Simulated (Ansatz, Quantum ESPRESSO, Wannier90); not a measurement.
# Ballistic channels from Wannier functions: armchair graphene ribbon, 5 dimer lines, part 5 of 5

How many channels does the wire offer, and does a small Wannier basis get them right? The wire: armchair graphene ribbon, 5 dimer lines.

Quantum ESPRESSO 7.5 and Wannier90 3.1.0; plane-wave DFT, PBE, GBRV ultrasoft pseudopotentials; cross-check by Ansatz 0.2.0 with PAW datasets.

So far. Step 6 (Wannier functions and transport): Disentanglement stopped at its cap on iterations, so these spreads are not final. Step 6 (Wannier functions and transport): At least 1 of the functions sits far from every atom, off the bonds: the outer window has let in states of the vacuum, so the basis is not the atomic one that was projected.

## 10. The same in Ansatz

A second code with its own PAW datasets, on the same atoms.

Level of this step: plane-wave DFT, PBE, Ansatz PAW (Ansatz 0.2.0).

input.yaml

```yaml
crystal:
  lattice:
    - [14.8069596737, 0.0, 0.0]
    - [0.0, 9.0, 0.0]
    - [0.0, 0.0, 4.26]
  atoms:
    - { symbol: C, position: [-0.083052571, 0.0, 0.0] }
    - { symbol: C, position: [0.083052571, 0.0, 0.0] }
    - { symbol: H, position: [-0.229856764, 0.0, 0.0387323944] }
    - { symbol: H, position: [0.229856764, 0.0, 0.0387323944] }
    - { symbol: C, position: [-0.166105143, 0.0, 0.1666666667] }
    - { symbol: C, position: [0.0, 0.0, 0.1666666667] }
    - { symbol: C, position: [0.166105143, 0.0, 0.1666666667] }
    - { symbol: C, position: [-0.166105143, 0.0, 0.5] }
    - { symbol: C, position: [0.0, 0.0, 0.5] }
    - { symbol: C, position: [0.166105143, 0.0, 0.5] }
    - { symbol: H, position: [-0.229856764, 0.0, 0.6279342723] }
    - { symbol: H, position: [0.229856764, 0.0, 0.6279342723] }
    - { symbol: C, position: [-0.083052571, 0.0, 0.6666666667] }
    - { symbol: C, position: [0.083052571, 0.0, 0.6666666667] }
kpoints:
  mp_grid: { grid: [1, 1, 16] }
hamiltonian:
  xc: pbe
scf:
  occupations: { method: fermi_dirac, width: 0.05 }
  convergence: { dr2_threshold: 1.0e-08 }
output:
  transmission:
    leads: [[0, 0]]
    e_range: [-4.0, 2.0]
    de: 0.05
    kmesh: [1, 1]
    reduced_basis: true
```

Started as:

```sh
ansatz run input.yaml --threads 2 --pin off --max-ram 4096MiB --backend cpu --events-out ev --progress --plain --runs-dir out
```

Numbers of over 12 decimals in the logs are rounded to 6 here.

Log:

```text
Engine: ansatz 0.2.0, aarch64-unknown-linux-gnu
Pseudopotentials: kind: paw
Pseudopotential: C, paw, valence charge 4, recommended cutoff 420 eV (normal), C.paw.azcp
Pseudopotential: H, paw, valence charge 1, recommended cutoff 420 eV (normal), H.paw.azcp
Functional definition: PBE
  parameter kappa = 0.804
  parameter beta = 0.066725
  exchange = pbe_x(kappa = kappa, mu = beta*pi^2/3)
  correlation = pbe_c(beta = beta)
Crystal: 14 atoms, lattice volume = 567.699 Å³
Basis set: ecut = 420 eV, 11069 PW (Γ)
Bands: 36, of which v1, the nominal top of the filled ones, is band 22 counted from 1 (21 counted from 0)
Symmetry: 8 space group operations
Space group: Pmmm (ITA 47), of the structure as read, at distance tolerance 8.3e-5 Å
k-points: 9 of 16
Non-local potential: C, projectors of the file, l = 0: 2, l = 1: 2, l = 2: 1
Non-local potential: H, projectors of the file, l = 0: 2, l = 1: 1
PAW form: soft (Blöchl's): semilocal exchange-correlation on the pseudo side does not see the compensation charge
PAW one-centre angular grid: C, 110 points (default); XC on 64 Gauss nodes
PAW one-centre angular grid: H, 110 points (default); XC on 64 Gauss nodes
Initial density: superposition of atomic densities (neutral atoms: chi_scale 0, normalization atom), corrected by the library's trained network
Initial wavefunctions: pseudopotential atomic-orbital guess
Functional: x = pbe(κ = 0.804, μ = 0.219515), c = pbe(β = 0.066725)
SCF iter   1: F=—  HF=-2572.410085 eV  |F-HF|=—  |Δ(HF+E_count)|=         —  Δρ=2.14e-3  dr2=8.68e-2  ethr=1.77e-3  ⟨swp⟩=8.4  Hψ=1926  notcnv=0  defer=42
preconditioner: auto → Resta (q_TF=auto, 1.781 Å⁻¹)  ε∞=1.6  [insulator: Δε(μ)=0.341 eV  Ē_g=13.528 eV  σ=0.050 eV  W_gap=0.94  n_scr=54 (ndim 8)  ℏωp=10.3 eV  f_vac=0.727  D(μ)=0.16/eV (n_scr^D=0)  ε∞_Penn≈1.6  vacuum switching on, ρ_ref=1.3e-2 e/Å³]
SCF iter   2: F=—  HF=-2572.393729 eV  |F-HF|=—  |Δ(HF+E_count)|=   1.64e-2  Δρ=1.58e-3  dr2=1.85e-2  ethr=1.97e-4  ⟨swp⟩=2.4  Hψ=591  notcnv=0  defer=69
SCF iter   3: F=—  HF=-2572.391133 eV  |F-HF|=—  |Δ(HF+E_count)|=   2.60e-3  Δρ=6.59e-4  dr2=2.39e-3  ethr=4.21e-5  ⟨swp⟩=2.0  Hψ=452  notcnv=0  defer=69
SCF iter   4: F=—  HF=-2572.392186 eV  |F-HF|=—  |Δ(HF+E_count)|=   1.05e-3  Δρ=1.85e-4  dr2=2.03e-4  ethr=5.44e-6  ⟨swp⟩=3.1  Hψ=499  notcnv=0  defer=69
SCF iter   5: F=—  HF=-2572.392482 eV  |F-HF|=—  |Δ(HF+E_count)|=   2.96e-4  Δρ=4.76e-5  dr2=1.20e-5  ethr=4.60e-7  ⟨swp⟩=2.2  Hψ=476  notcnv=0  defer=69
SCF iter   6: F=—  HF=-2572.392491 eV  |F-HF|=—  |Δ(HF+E_count)|=   9.30e-6  Δρ=1.60e-5  dr2=1.20e-6  ethr=2.73e-8  ⟨swp⟩=2.0  Hψ=485  notcnv=0  defer=69
SCF iter   7: F=—  HF=-2572.392435 eV  |F-HF|=—  |Δ(HF+E_count)|=   5.64e-5  Δρ=3.28e-6  dr2=3.26e-8  ethr=2.73e-9  ⟨swp⟩=2.1  Hψ=499  notcnv=0  defer=69
SCF iter   8: F=-2572.392435 eV  HF=-2572.392435 eV  |F-HF|=1.77e-9  |Δ(HF+E_count)|=   7.05e-8  Δρ=5.58e-7  dr2=1.52e-9  ethr=2.27e-11  ⟨swp⟩=18.8  Hψ=2059  notcnv=0
SCF 1 converged in 8 iterations: F = -2572.392435 eV  dr2 = 1.52e-9
  greatest PAW one-centre occupation: 0.674 electrons in one spin orbital (limit 2), on the C atom at site 8 (counted from 0), in its partial waves of l = 0
transmission: 6 of 36 steps passed
transmission: 12 of 36 steps passed
[...]
transmission: 36 of 36 steps passed
SCF converged after 8 iterations
Free energy (F): -2572.392435 eV
Harris-Foulkes:  -2572.392435 eV  (|F-HF|=1.77e-9)
Internal energy: -2572.390747 eV  (E = F + TS)
E sigma→0 (E₀):  -2572.391591 eV
Entropy (-TS):   -0.001688 eV (-0.121 meV/atom)
Fermi energy:    -2.031382 eV
--- Per-component energies (eV) ---
  E_band       = -475.142522
  E_kinetic    = 959.927193
  E_local      = -9091.401964  (includes V_loc(G=0)·N_el)
  E_nonlocal   = 279.904035
  E_hartree    = 4042.596520
  E_xc         = -514.299586
  E_vxc        = -638.205799  (∫ρ·V_xc dr)
  E_paw        = -995.488047  (= ΣΔE_a)
  E_vpaw       = -70.555339  (= ΣTr[D̂ρ^β])
  E_aug_tail   = -0.005432  (compensation charges beyond the density's cutoff)
  E_ewald      = 2746.376536
  E_smearing   = -0.001688  (= −TS)
  E_closure    = -0.000000  (closes the sum)
  Σ components = -2572.392435   (vs F -2572.392435, Δ=0.00e0)
--- Band table (eV; the first three rows and the last of 9) ---
  k-point 0: bands = [... 18 lower, -5.5510, -4.8204, -3.6939, -2.2055, -1.8572, -0.6019, 0.8247, 0.9114, ... 10 higher]
  k-point 1: bands = [... 18 lower, -5.6049, -4.8074, -3.8590, -2.5412, -1.5376, -0.4157, 0.8553, 0.8562, ... 10 higher]
  k-point 2: bands = [... 18 lower, -5.7600, -4.7695, -4.2654, -3.0157, -1.1077, 0.0529, 0.7039, 0.9473, ... 10 higher]
  k-point 8: bands = [... 18 lower, -7.2971, -5.7637, -5.6981, -4.4159, -0.3730, 1.4068, 1.4955, 2.6450, ... 10 higher]
--- Transmission ---
  basis      : 1159 plane waves across, 6 finite elements along
  points     : 1, standing for a mesh of 1 x 1
  energies   : 121 from -4.000000 to 2.000000 eV about the Fermi level, 0.050000 eV apart; the leads are filled to 0.000000 eV, and channels, transmission and decay are at 0.000000 eV
  crystal 0  : C10H4, at the sites [0, 0], period 4.2600 Å: whole cells are its period
    offset         : up to 0.0000 Å between an atom of the period and one for which it stands
    channels       : 0.000000e0 a spin
    conductance    : none, the energies end too early or step too widely for 300 K: set another output.transmission.e_range or a lower de, or, where they end at an eighth of basis.ecutwfc, a higher one
    slowest decay  : 0.0340 /Å at (0.0000, 0.0000)
```

The job ended after 11 min (2 threads of Arm Neoverse N1, shared host; peak memory 0.87 GiB; 13 min of CPU time).

Read from the output:

- free energy: -2572.3924 eV
- energy at zero smearing: -2572.3916 eV
- smearing term TS: 0.001688 eV
- Fermi energy: -2.031 eV
- symmetry operations: 8
- lead channels at the Fermi level, one spin: 0

Per spin. The open channels by energy, zero at the Fermi level:

| energy (eV) | open channels |
| --- | --- |
| -4.0000 | 4 |
| -3.7500 | 3 |
| -3.5000 | 2 |
| -3.2500 | 2 |
| -3.0000 | 2 |
| -2.7500 | 3 |
| -2.5000 | 3 |
| -2.2500 | 2 |
| -2.0000 | 2 |
| -1.7500 | 2 |
| -1.5000 | 1 |
| -1.2500 | 1 |
| -1.0000 | 1 |
| -0.7500 | 1 |
| -0.5000 | 1 |
| -0.2500 | 1 |
| 0.0000 | 0 |
| 0.2500 | 1 |
| 0.5000 | 1 |
| 0.7500 | 1 |
| 1.0000 | 1 |
| 1.2500 | 1 |
| 1.5000 | 2 |
| 1.7500 | 3 |
| 2.0000 | 3 |

## 11. Results

| Quantity | Value |
| --- | --- |
| open channels at the Fermi level, per spin | 0 |
| gap in the conductance, to one step of the energy grid | 0.34 eV |
| total spread | 23.0 Å² |
| gauge-invariant spread | 20.2 Å² |
| largest band misfit in the frozen window | 0.00607 eV |
| channels at the Fermi level by Ansatz | 0 |

**Reading.** The wire has no channel at the Fermi level: its conductance has a gap of 0.34 eV. Between -2 and 0.8 eV the channel count from Wannier functions equals that from Ansatz's layer matching at 95 % of the energies; outside the frozen window the Wannier bands are not held to the plane-wave ones. Each plane-wave level in the frozen window has a Wannier level within 0.01 eV; this test doesn't see extra bands that a model may add. Disentanglement stopped at its cap on iterations, so the spreads are not final; the frozen states are kept all the same. At least one function lies in the vacuum, so the spreads don't describe atomic orbitals, though the frozen bands are still reproduced. The wire is perfect, so the conductance only counts bands: each channel, with its partner of the other spin, carries G₀ = 2e²/h. It was run without spin polarisation, which was not tested. It is as built, with forces up to 2.3 eV/Å; relaxing the bonds would move the band edges.

[Logs are printed without paths, hosts, clocks, repeated set-up lines and the standing remarks that a program may print on its own settings, such as how far it seeks lower states.]

[Hosts, paths, dates, database ids (printed as entryN), source tags and the programs' standing remarks are cut or masked in the printed files.]

[Maps of the electrostatic potential energy from Ansatz leave out the sawtooth potential of an applied field or a dipole correction, so their vacuum need not be flat; planar profiles and work functions include it.]
